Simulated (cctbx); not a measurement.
# Resonant diffraction in ZnCu2Se4

Space group C2/m (no. 12), a = 12.6460 Å, b = 3.7100 Å, c = 6.1390 Å, α = 90.00°, β = 118.75°, γ = 90.00°.

```
atom  mult.       x    y       z  Ueq (Å²)
 Se1      4  0.1405  1/2  0.9747    0.0099
 Se2      4  0.3708  1/2  0.5399    0.0154
 Zn1      2       0    0       0    0.0138
 Cu1      4  0.2389  1/2  0.7158    0.0080
```

The model was made for the exercise: a known structure type with other elements put in, its volume estimated, not relaxed; displacement parameters are assumed.

Calculated with cctbx: free-atom f′ and f″ from the Sasaki tables, no fine structure; amplitudes in electrons.

```csv
E (eV),F 3 1 0,F 1 1 2,F 2 0 1,F 0 0 2
8379,74.3,81.3,52.5,154.6
8729,73.0,79.3,50.9,156.4
8859,72.2,77.6,49.7,158.5
8919,71.5,76.2,48.6,160.8
8949,70.8,74.8,47.6,163.2
8964,70.2,73.5,46.6,165.7
8971,69.6,72.2,45.7,168.0
8975,69.1,71.0,44.7,170.5
8983,69.0,71.0,44.7,171.3
8987,69.6,72.5,45.8,168.3
8994,70.2,73.8,46.8,165.7
9009,70.8,75.2,47.8,162.9
9039,71.3,76.5,48.8,159.9
9129,71.9,78.1,49.9,155.8
9379,71.6,79.1,50.4,150.0
```

**Question.** Which edge is crossed, and why do the reflections move as they do?

The K edge of Cu. The edge is at 8979 eV. f′ of Cu falls from -4.0 e at 8859 eV to -7.5 e at 4 eV below it, and f″ steps from 0.48 to 3.90 e across it. Over that approach |F| changes by -4 % (3 1 0), -9 % (1 1 2), -10 % (2 0 1) and +8 % (0 0 2): a reflection falls where Cu scatters in phase with the total and rises where it scatters against it; it hardly moves where the Cu term is small or cancels by symmetry. Above the edge the larger f″ enters the imaginary part, where it can add to or cancel the other atoms' f″. The structure is centrosymmetric, so Friedel mates stay equal.

[Logs are printed without paths, hosts, clocks, repeated set-up lines and the standing remarks that a program may print on its own settings, such as how far it seeks lower states.]
